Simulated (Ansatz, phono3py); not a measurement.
# Scattering channels in Ho (P6_3/mmc), one at a time

Wanted: the sensitivity of κ of Ho to the choices of the transport step.

Method: DFT PBE, scalar-relativistic, plane waves, norm-conserving pseudopotentials, 4f in core, in the first sound run; inputs show where later runs differ, in Ansatz 0.2.0 and phono3py 4.10.0.

Report form: the programs' logs are mostly left out.

### 1. Set-up

Symmetry: P6_3/mmc, No. 194, hexagonal system. The conventional cell has a = 3.588 Å, b = 3.588 Å, c = 5.567 Å, α = 90.00°, β = 90.00°, γ = 120.00°. Ho has 12 Ho at 3.47 to 3.59 Å nearest.

Coordinates:

```cif
data_structure
_symmetry_space_group_name_H-M 'P6_3/mmc'
_symmetry_Int_Tables_number 194
_cell_length_a 3.5882
_cell_length_b 3.5882
_cell_length_c 5.5675
_cell_angle_alpha 90.000
_cell_angle_beta 90.000
_cell_angle_gamma 120.000
_cell_volume 62.08
loop_
_atom_site_label
_atom_site_type_symbol
_atom_site_symmetry_multiplicity
_atom_site_Wyckoff_symbol
_atom_site_fract_x
_atom_site_fract_y
_atom_site_fract_z
_atom_site_occupancy
Ho1 Ho 2 c 0.33333 0.66667 0.25000 1
```

### 2. The earlier run that gave the force constants

input.yaml reads:

```yaml
crystal:
  lattice:
    - [3.5881644755, 0.0, 0.0]
    - [-1.7940822377, 3.1074415887, 0.0]
    - [0.0, 0.0, 5.5674638817]
  atoms:
    - { symbol: Ho, position: [0.3333333333, 0.6666666667, 0.25] }
    - { symbol: Ho, position: [0.6666666667, 0.3333333333, 0.75] }
kpoints:
  mp_grid: { grid: [12, 12, 8] }
hamiltonian:
  xc: pbe
  pseudopotentials:
    kind: nc
    azcp: { Ho: "pseudopotentials/pbe/nc/lanthanide_3plus/Ho.nc.azcp" }
scf:
  occupations: { method: methfessel_paxton, width: 0.2 }
  lower_state_search: "off"
output:
  eigenvalues: true
phonons:
  method: fd
  supercell: [3, 3, 2]
  temperatures: { t_max: 1000, t_step: 50 }
  qpath:
    path:
      - [[0.0, 0.0, 0.0], [0.5, 0.0, 0.0], [0.33333333, 0.33333333, 0.0], [0.0, 0.0, 0.0], [0.0, 0.0, 0.5], [0.5, 0.0, 0.5], [0.33333333, 0.33333333, 0.5], [0.0, 0.0, 0.5]]
      - [[0.5, 0.0, 0.5], [0.5, 0.0, 0.0]]
      - [[0.33333333, 0.33333333, 0.0], [0.33333333, 0.33333333, 0.5]]
    npoints: 10
  third_order: { supercell: [3, 3, 2], pair_cutoff: 3.738 }
  lattice_thermal_conductivity:
    qmesh: [19, 19, 11]
    temperatures: [50.0, 100.0, 150.0, 200.0, 300.0, 400.0, 500.0, 600.0, 800.0, 1000.0]
    isotope_mass_variance: [{ species: Ho, variance: 0.0 }]
  dielectric: false
```

On the command line:

```console
> ansatz run input.yaml --threads 18 --pin off --max-ram 92160MiB --backend cuda --events-out ev --progress --plain --runs-dir out --max-vram 78GiB
```

Wall time 8 min (1 × NVIDIA GB200 with 18 threads of Arm Neoverse V2, shared host); peak memory 8.6 GiB.

The files freeze the 4f shell of Ho into the core, so its moment is left out.

This step gave:

```
highest frequency            : 114.4 cm⁻¹
κ at 300 K (relaxation time) : 7.865 W/m/K
κ at 300 K (full solution)   : 9.207 W/m/K
dipole term                  : none
third-order blocks           : 170
```

### 3. Relaxation-time solution

The base run: each mode relaxes on its own with natural isotopes, and rates are split into normal and umklapp parts.

This step: DFT PBE, scalar-relativistic, plane waves, norm-conserving pseudopotentials, 4f in core; phono3py on Ansatz's force constants (phono3py 4.10.0).

phono3py.yaml reads:

```yaml
phono3py:
  version: "4.10.0"
  frequency_unit_conversion_factor: 15.633302
  symmetry_tolerance: 1.00000e-05

physical_unit:
  atomic_mass: "AMU"
  length: "angstrom"

space_group:
  type: "P6_3/mmc"
  number: 194
  Hall_symbol: "-P 6c 2c"

primitive_matrix:
- [  1.000000000000000,  0.000000000000000,  0.000000000000000 ]
- [  0.000000000000000,  1.000000000000000,  0.000000000000000 ]
- [  0.000000000000000,  0.000000000000000,  1.000000000000000 ]

supercell_matrix:
- [   3,   0,   0 ]
- [   0,   3,   0 ]
- [   0,   0,   2 ]

# [primitive_cell block left out]
unit_cell:
  lattice:
  - [     3.588164475476983,    -0.000000000028868,     0.000000000000000 ] # a
  - [    -1.794082237713492,     3.107441588734367,     0.000000000000000 ] # b
  - [     0.000000000000000,     0.000000000000000,     5.567463881700000 ] # c
  points:
  - symbol: Ho # 1
    coordinates: [  0.333333333333333,  0.666666666666667,  0.250000000000000 ]
    mass: 164.930329
    reduced_to: 1
  - symbol: Ho # 2
    coordinates: [  0.666666666666667,  0.333333333333333,  0.750000000000000 ]
    mass: 164.930329
    reduced_to: 2

# [supercell block left out]
phonon_supercell_matrix:
- [   3,   0,   0 ]
- [   0,   3,   0 ]
- [   0,   0,   2 ]

# [phonon_primitive_cell block left out]
# [phonon_supercell block left out]
```

On the command line:

```console
> phono3py phono3py.yaml --mesh 19 19 11 --br --isotope --nu --ts 50 100 150 200 300 400 500 600 800 1000
```

It took 19 s on 8 threads of Intel Xeon at 2.70GHz, shared host; peak memory 0.07 GiB; 1.9 min of CPU time.

This step gave:

```
κ at 300 K                                       : 7.79 W/m/K
κ xx, yy, zz at 300 K                            : 6.818, 6.818, 9.735 W/m/K
normal share of three-phonon scattering at 300 K : 0.615
```

W/m/K. Kappa, by row:

```csv
T (K),xx,yy,zz,yz,xz,xy
50,35.35,35.35,49.59,0,0,0
100,19.65,19.65,27.96,0,0,0
150,13.43,13.43,19.14,0,0,0
200,10.16,10.16,14.5,0,0,0
300,6.818,6.818,9.735,0,0,0
400,5.125,5.125,7.319,0,0,0
500,4.105,4.105,5.862,0,0,0
600,3.423,3.423,4.888,0,0,0
800,2.568,2.568,3.669,0,0,0
1000,2.055,2.055,2.936,0,0,0
```

Lattice thermal conductivity against temperature:

```csv
temperature (K),xx (W/m/K),zz (W/m/K)
50,35.4,49.6
100,19.6,28.0
150,13.4,19.1
200,10.2,14.5
300,6.82,9.73
400,5.12,7.32
500,4.11,5.86
600,3.42,4.89
800,2.57,3.67
1000,2.06,2.94
```

The mean scattering rate at 300 K by frequency:

```csv
frequency (THz),normal (1/ps),umklapp (1/ps)
0.07,-,-
0.21,0.00614,9.3e-4
0.36,0.00969,3.3e-4
0.50,0.0206,0.00286
0.64,0.0412,0.00836
0.79,0.0672,0.0155
0.93,0.0811,0.0224
1.07,0.0869,0.0328
1.22,0.0975,0.0586
1.36,0.0935,0.104
1.50,0.0681,0.146
1.64,0.0554,0.0978
1.79,0.0508,0.0495
1.93,0.0416,0.0164
2.07,0.034,0.00855
2.22,0.0315,0.0061
2.36,0.0328,0.00501
2.50,0.0375,0.00849
2.65,0.0439,0.019
2.79,0.0598,0.0456
2.93,0.099,0.13
3.07,0.123,0.253
3.22,0.18,0.242
3.36,0.438,0.0887
```

The base value at 300 K is 7.79 W/(m K).

The lattice thermal conductivity is 6.82 W/m/K at 300 K (xx), going as T^-1.0 above 200 K; 9.73 W/m/K at 300 K (zz), going as T^-1.0 above 200 K.

### 4. Two programs, one set of constants

This step: DFT PBE, scalar-relativistic, plane waves, norm-conserving pseudopotentials, 4f in core (Ansatz 0.2.0).

Ansatz's figure includes its coherence part. Comparison, by row:

```csv
T (K),Ansatz RTA (W/m/K),phono3py RTA (W/m/K),difference (%)
50,40.26,40.1,-0.41
100,22.54,22.42,-0.53
150,15.43,15.33,-0.65
200,11.69,11.61,-0.74
300,7.865,7.79,-0.95
400,5.925,5.856,-1.16
500,4.755,4.691,-1.36
600,3.973,3.911,-1.56
800,2.995,2.935,-2.01
1000,2.409,2.349,-2.49
```

### 5. Without isotopes, third order supercell 3×3×2, supercell 3×3×2

Leaving out the isotope term shows how much the natural mass disorder scatters.

This step: DFT PBE, scalar-relativistic, plane waves, norm-conserving pseudopotentials, 4f in core; phono3py on Ansatz's force constants (phono3py 4.10.0).

phono3py.yaml is that of step 3.

On the command line:

```console
> phono3py phono3py.yaml --mesh 19 19 11 --br --ts 50 100 150 200 300 400 500 600 800 1000
```

It took 14 s on 8 threads; peak memory 0.07 GiB.

W/m/K. Kappa, by row:

(Unchanged from step 3.)

Nothing changes, since the natural mass variance of these elements is zero or negligible.

### 6. Another q-mesh, third order supercell 3×3×2, supercell 3×3×2

The q-mesh of the transport sums changes, with the same scattering terms.

phono3py.yaml is that of step 5.

On the command line:

```console
> phono3py phono3py.yaml --mesh 5 5 3 --br --isotope --ts 100 300 600
```

Wall time 0.86 s (8 threads); peak memory 0.07 GiB.

Numbers from this step:

```
κ at 300 K            : 12.74 W/m/K
κ xx, yy, zz at 300 K : 10.17, 10.17, 17.88 W/m/K
```

W/m/K. Kappa, by row:

```csv
T (K),xx,yy,zz,yz,xz,xy
100,29.17,29.17,50.14,0,0,0
300,10.17,10.17,17.88,0,0,0
600,5.109,5.109,8.998,0,0,0
```

This mesh is too coarse for the transport sums: κ at 300 K comes out at 12.7 against 7.79 W/(m K) in the base run.

### 7. Another q-mesh, third order supercell 3×3×2, supercell 3×3×2 (run 2)

phono3py.yaml is that of step 6.

On the command line:

```console
> phono3py phono3py.yaml --mesh 7 7 5 --br --isotope --ts 100 300 600
```

Run time: 1 s. Hardware: 8 threads; peak memory 0.07 GiB.

κ at 300 K goes from 7.79 in the base run to 8.87 W/(m K).

### 8. Another q-mesh, third order supercell 3×3×2, supercell 3×3×2 (run 3)

phono3py.yaml is that of step 7.

On the command line:

```console
> phono3py phono3py.yaml --mesh 11 11 5 --br --isotope --ts 100 300 600
```

Elapsed: 1.3 s, on 8 threads; peak memory 0.07 GiB.

W/m/K. Kappa, by row:

```csv
T (K),xx,yy,zz,yz,xz,xy
100,20.45,20.45,27.76,0,0,0
300,7.11,7.11,9.729,0,0,0
600,3.57,3.57,4.889,0,0,0
```

κ at 300 K goes from 7.79 in the base run to 7.98 W/(m K).

### 9. Another q-mesh, third order supercell 3×3×2, supercell 3×3×2 (run 4)

phono3py.yaml is that of step 8.

On the command line:

```console
> phono3py phono3py.yaml --mesh 15 15 9 --br --isotope --ts 100 300 600
```

Elapsed: 6.4 s, on 8 threads; peak memory 0.07 GiB; 31 s of CPU time.

W/m/K. Kappa, by row:

```csv
T (K),xx,yy,zz,yz,xz,xy
100,19.9,19.9,27.44,0,0,0
300,6.915,6.915,9.564,0,0,0
600,3.472,3.472,4.803,0,0,0
```

κ at 300 K goes from 7.79 in the base run to 7.80 W/(m K).

### 10. Another q-mesh, third order supercell 3×3×2, supercell 3×3×2 (run 5)

phono3py.yaml is that of step 9.

On the command line:

```console
> phono3py phono3py.yaml --mesh 23 23 13 --br --isotope --ts 100 300 600
```

Run time: 48 s. Hardware: 8 threads; peak memory 0.08 GiB; 5.1 min of CPU time.

W/m/K. Kappa, by row:

```csv
T (K),xx,yy,zz,yz,xz,xy
100,19.6,19.6,27.75,0,0,0
300,6.791,6.791,9.644,0,0,0
600,3.409,3.409,4.842,0,0,0
```

κ at 300 K goes from 7.79 in the base run to 7.74 W/(m K).

### 11. Another q-mesh, third order supercell 3×3×2, supercell 3×3×2 (run 6)

phono3py.yaml is that of step 10.

On the command line:

```console
> phono3py phono3py.yaml --mesh 29 29 17 --br --isotope --ts 100 300 600
```

The job ended after 2.9 min (8 threads; peak memory 0.09 GiB).

W/m/K. Kappa, by row:

```csv
T (K),xx,yy,zz,yz,xz,xy
100,19.63,19.63,27.78,0,0,0
300,6.796,6.796,9.652,0,0,0
600,3.411,3.411,4.846,0,0,0
```

κ at 300 K goes from 7.79 in the base run to 7.75 W/(m K).

### 12. Mesh convergence

This step: DFT PBE, scalar-relativistic, plane waves, norm-conserving pseudopotentials, 4f in core (phono3py 4.10.0).

Series, by row:

```csv
q mesh,kappa at 100 K (W/m/K),kappa at 300 K (W/m/K),kappa at 600 K (W/m/K),seconds
5x5x3,36.16,12.74,6.405,0.86
7x7x5,25.28,8.871,4.458,1.03
11x11x5,22.89,7.983,4.01,1.31
15x15x9,22.41,7.798,3.916,6.39
19x19x11,22.42,7.79,3.911,17.36
23x23x13,22.32,7.742,3.887,47.53
29x29x17,22.35,7.748,3.889,173.5
```

### 13. Boundary scattering, third order supercell 3×3×2, supercell 3×3×2

A boundary term v/L is added to each rate, a simple model of grains or a thin sample.

This step: DFT PBE, scalar-relativistic, plane waves, norm-conserving pseudopotentials, 4f in core; phono3py on Ansatz's force constants (phono3py 4.10.0).

phono3py.yaml is that of step 11.

On the command line:

```console
> phono3py phono3py.yaml --mesh 19 19 11 --br --isotope --boundary-mfp 0.01 --ts 50 100 150 200 300 400 500 600 800 1000
```

Elapsed: 17 s, on 8 threads; peak memory 0.07 GiB.

Numbers from this step:

```
κ at 300 K            : 2.231 W/m/K
κ xx, yy, zz at 300 K : 1.905, 1.905, 2.883 W/m/K
```

W/m/K. Kappa, by row:

```csv
T (K),xx,yy,zz,yz,xz,xy
50,2.084,2.084,3.305,0,0,0
100,2.375,2.375,3.703,0,0,0
150,2.277,2.277,3.511,0,0,0
200,2.144,2.144,3.28,0,0,0
300,1.905,1.905,2.883,0,0,0
400,1.715,1.715,2.577,0,0,0
500,1.562,1.562,2.335,0,0,0
600,1.436,1.436,2.139,0,0,0
800,1.241,1.241,1.837,0,0,0
1000,1.095,1.095,1.615,0,0,0
```

κ at 300 K goes from 7.79 in the base run to 2.23 W/(m K).

### 14. Boundary scattering, third order supercell 3×3×2, supercell 3×3×2 (run 2)

phono3py.yaml is that of step 13.

On the command line:

```console
> phono3py phono3py.yaml --mesh 19 19 11 --br --isotope --boundary-mfp 1 --ts 50 100 150 200 300 400 500 600 800 1000
```

Wall time 18 s (8 threads); peak memory 0.07 GiB.

Numbers from this step:

* κ at 300 K: 7.515 W/m/K
* κ xx, yy, zz at 300 K: 6.571, 6.571, 9.405 W/m/K

W/m/K. Kappa, by row:

```csv
T (K),xx,yy,zz,yz,xz,xy
50,28.17,28.17,40.3,0,0,0
100,17.65,17.65,25.3,0,0,0
150,12.49,12.49,17.9,0,0,0
200,9.62,9.62,13.78,0,0,0
300,6.571,6.571,9.405,0,0,0
400,4.984,4.984,7.131,0,0,0
500,4.013,4.013,5.74,0,0,0
600,3.359,3.359,4.803,0,0,0
800,2.532,2.532,3.62,0,0,0
1000,2.032,2.032,2.905,0,0,0
```

κ at 300 K goes from 7.79 in the base run to 7.51 W/(m K).

### 15. Direct solution of the linearised equation, third order supercell 3×3×2, supercell 3×3×2

Solving the linearised equation directly keeps the heat that normal processes pass on between modes; it is dearer, so the mesh may be smaller.

phono3py.yaml is that of step 14.

On the command line:

```console
> phono3py phono3py.yaml --mesh 19 19 11 --lbte --isotope --ts 100 300 600
```

Elapsed: 12 min, on 8 threads; peak memory 0.52 GiB.

This step gave:

```
κ at 300 K            : 9.16 W/m/K
κ xx, yy, zz at 300 K : 7.923, 7.923, 11.63 W/m/K
```

W/m/K. Kappa, by row:

```csv
T (K),xx,yy,zz,yz,xz,xy,RTA mean
100,22.86,22.86,33.42,0,0,0,22.42
300,7.923,7.923,11.63,0,0,0,7.79
600,3.977,3.977,5.841,0,0,0,3.911
```

κ at 300 K goes from 7.79 in the base run to 9.16 W/(m K).

### 16. Adding coherences, third order supercell 3×3×2, supercell 3×3×2

Close branches can carry heat by tunnelling between them, which the particle picture leaves out.

phono3py.yaml is that of step 15.

On the command line:

```console
> phono3py phono3py.yaml --mesh 19 19 11 --br --isotope --tt smm19 --ts 50 100 150 200 300 400 500 600 800 1000
```

It took 16 s on 8 threads; peak memory 0.07 GiB.

Numbers from this step:

```
κ at 300 K            : 7.845 W/m/K
κ xx, yy, zz at 300 K : 6.858, 6.858, 9.819 W/m/K
```

W/m/K. Kappa, by row:

```csv
T (K),xx,yy,zz,yz,xz,xy,intra mean,inter mean
50,35.37,35.37,49.72,0,0,0,40.09,0.05934
100,19.68,19.68,28.08,0,0,0,22.42,0.06374
150,13.46,13.46,19.25,0,0,0,15.33,0.06152
200,10.2,10.2,14.6,0,0,0,11.61,0.05882
300,6.858,6.858,9.819,0,0,0,7.79,0.05506
400,5.167,5.167,7.396,0,0,0,5.857,0.05319
500,4.147,4.147,5.935,0,0,0,4.691,0.0524
600,3.466,3.466,4.959,0,0,0,3.911,0.05221
800,2.612,2.612,3.739,0,0,0,2.935,0.05278
1000,2.1,2.1,3.007,0,0,0,2.349,0.05393
```

κ at 300 K goes from 7.79 in the base run to 7.84 W/(m K).

### 17. Gaussian smearing, third order supercell 3×3×2, supercell 3×3×2

A Gaussian replaces the tetrahedron method for energy conservation; its width must match the mesh.

phono3py.yaml is that of step 16.

On the command line:

```console
> phono3py phono3py.yaml --mesh 19 19 11 --br --isotope --sigma 0.01 --ts 100 300 600
```

Elapsed: 12 s, on 8 threads; peak memory 0.07 GiB; 74 s of CPU time.

Numbers from this step:

```
κ at 300 K            : 7.893 W/m/K
κ xx, yy, zz at 300 K : 6.829, 6.829, 10.02 W/m/K
```

W/m/K. Kappa, by row:

```csv
T (K),xx,yy,zz,yz,xz,xy
100,19.67,19.67,28.75,0,0,0
300,6.829,6.829,10.02,0,0,0
600,3.428,3.428,5.032,0,0,0
```

With a width of 0.01 THz κ at 300 K is 7.89 W/(m K), +1.3 % from the tetrahedron value.

### 18. Gaussian smearing, third order supercell 3×3×2, supercell 3×3×2 (run 2)

phono3py.yaml is that of step 17.

On the command line:

```console
> phono3py phono3py.yaml --mesh 19 19 11 --br --isotope --sigma 0.4 --ts 100 300 600
```

The job ended after 12 s (8 threads; peak memory 0.07 GiB; 72 s of CPU time).

Numbers from this step:

```
κ at 300 K            : 4.62 W/m/K
κ xx, yy, zz at 300 K : 3.979, 3.979, 5.902 W/m/K
```

With a width of 0.4 THz κ at 300 K is 4.62 W/(m K), -40.7 % from the tetrahedron value; a width this large blurs energy conservation.

Between step 17 and this run (sigma 0.4 THz) the value for the κ at 300 K moves from 7.89 W/m/K to 4.62 W/m/K (-41 %).

### 19. Two-phonon phase space, third order supercell 3×3×2, supercell 3×3×2

The two-phonon density of states counts the channels open to a mode, without matrix elements.

phono3py.yaml is that of step 18.

On the command line:

```console
> phono3py phono3py.yaml --mesh 23 23 13 --jdos --gp 0 --num-freq-points 80
```

Elapsed: 0.59 s, on 8 threads; peak memory 0.08 GiB.

The joint density of states at Gamma by frequency; read off at these points:

```csv
frequency (THz),absorption class (1/THz),decay class (1/THz)
0.00,0,0
0.09,26.2,3.6e-4
0.17,23,0.00142
0.35,20.3,0.00539
0.52,20.4,0.0133
0.79,22.3,0.0498
0.96,17.7,0.0791
1.13,19.5,0.115
1.31,10.6,0.159
1.48,7.71,0.213
1.66,4.17,0.279
1.83,1.64,0.356
2.01,1.12,0.456
2.27,0.661,0.658
2.44,0.452,0.923
2.62,0.291,1.32
2.79,0.172,2.00
2.97,0.0821,3.79
3.14,0.0194,4.56
3.32,0.00216,5.84
3.58,0,7.51
3.75,0,8.4
3.93,0,9.99
4.10,0,12.3
4.28,0,12.0
4.45,0,15.3
4.62,0,16.9
4.89,0,14.9
5.06,0,14.2
5.23,0,10.8
5.41,0,11.2
5.58,0,11.8
5.76,0,10.5
5.93,0,8.36
6.11,0,7.18
6.37,0,1.75
6.54,0,0.589
6.72,0,0.459
6.89,0,0
```

The most distinct maxima of the joint density of states at Gamma (absorption class) lie at 0.09 and 0.79 THz, the highest at 0.09 THz.

### 20. A changed mass, third order supercell 3×3×2, supercell 3×3×2

Changing one mass at fixed force constants separates the effect of mass from that of bonding.

phono3py.yaml is that of step 19.

On the command line:

```console
> phono3py phono3py.yaml --mesh 19 19 11 --br --mass 82.465 82.465 --ts 100 300 600
```

Elapsed: 13 s, on 8 threads; peak memory 0.07 GiB.

This step gave:

```yaml
kappa_at_300_k: 10.96 W/m/K
kappa_xx_yy_zz_at_300_k: 9.592, 9.592, 13.69 W/m/K
```

W/m/K. Kappa, by row:

```csv
T (K),xx,yy,zz,yz,xz,xy
100,26.7,26.7,37.82,0,0,0
300,9.592,9.592,13.69,0,0,0
600,4.834,4.834,6.903,0,0,0
```

Without isotope scattering in either run, κ at 300 K goes from 7.79 to 11.0 W/(m K).

### 21. Mass disorder, third order supercell 3×3×2, supercell 3×3×2

A typed mass variance takes the place of the natural one on the sites of one element, as a model of more or less disorder.

phono3py.yaml is that of step 20.

On the command line:

```console
> phono3py phono3py.yaml --mesh 19 19 11 --br --isotope --mv 0.003 0.003 --ts 50 100 150 200 300 400 500 600 800 1000
```

It took 17 s on 8 threads; peak memory 0.07 GiB; 1.7 min of CPU time.

This step gave:

- κ at 300 K: 3.755 W/m/K
- κ xx, yy, zz at 300 K: 3.205, 3.205, 4.854 W/m/K

W/m/K. Kappa, by row:

```csv
T (K),xx,yy,zz,yz,xz,xy
50,9.852,9.852,12.77,0,0,0
100,6.037,6.037,8.764,0,0,0
150,4.776,4.776,7.131,0,0,0
200,4.056,4.056,6.117,0,0,0
300,3.205,3.205,4.854,0,0,0
400,2.692,2.692,4.069,0,0,0
500,2.337,2.337,3.522,0,0,0
600,2.072,2.072,3.113,0,0,0
800,1.7,1.7,2.538,0,0,0
1000,1.446,1.446,2.149,0,0,0
```

κ at 300 K goes from 7.79 in the base run to 3.75 W/(m K).

### 22. An input with a fault, third order supercell 3×3×2, supercell 3×3×2

This input was changed on purpose, to see how the program answers.

phono3py.yaml is that of step 21.

On the command line:

```console
> phono3py phono3py.yaml --mesh 9 9 --br --ts 300
```

Wall time 0.38 s (8 threads); peak memory 0.07 GiB.

The run ended with an error.

The fault put into the input: two mesh numbers.

### 23. Summary of results

```
κ at 300 K, RTA, natural isotopes, mesh 19×19×11 : 7.79 W/m/K
κ at 300 K, RTA, pure, mesh 19×19×11             : 7.79 W/m/K
κ at 300 K, LBTE, mesh 19×19×11                  : 9.16 W/m/K
κ at 300 K, with coherences, mesh 19×19×11       : 7.84 W/m/K
```

On these constants κ of Ho at 300 K is 7.79 W/(m K) in the base run, by relaxation time; smearing and coherences move that between 4.62 and 7.89. The full solution gives 9.16 W/(m K) (phono3py, mesh 19×19×11). On the same constants and mesh Ansatz's figure, which includes its coherence part, and phono3py's, which doesn't, differ by up to 2.5 %; with phono3py's own coherence part added, which is defined differently, the largest difference is 0.27 %. The last step of the mesh series (23x23x13 to 29x29x17) moves κ at 300 K by +0.1 %, while the coarsest mesh gives 164 % of the densest value. Normal processes make 62 % of the three-phonon scattering at 300 K, weighting modes by their heat capacity. A boundary length of 0.01 µm leaves 29 % of κ at 300 K. A boundary length of 1 µm leaves 96 % of κ at 300 K. Scaling the mass of Ho by 0.5 at fixed force constants, a model exercise, multiplies the isotope-free κ by 1.41. A mass variance of 0.003 on the Ho sites, typed in place of the natural one, gives 48 % of the base value. For this metal the figures are the lattice part alone, without phonon–electron scattering. The 4f electrons are frozen in the core as for a trivalent ion, so valence changes and magnetic order are left out.

[Logs are printed without paths, hosts, clocks, repeated set-up lines and the standing remarks that a program may print on its own settings, such as how far it seeks lower states.]

[Hosts, paths, dates, database ids (printed as entryN), source tags and the programs' standing remarks are cut or masked in the printed files.]

[A step with changed settings may run another functional than the one named; its input shows which.]
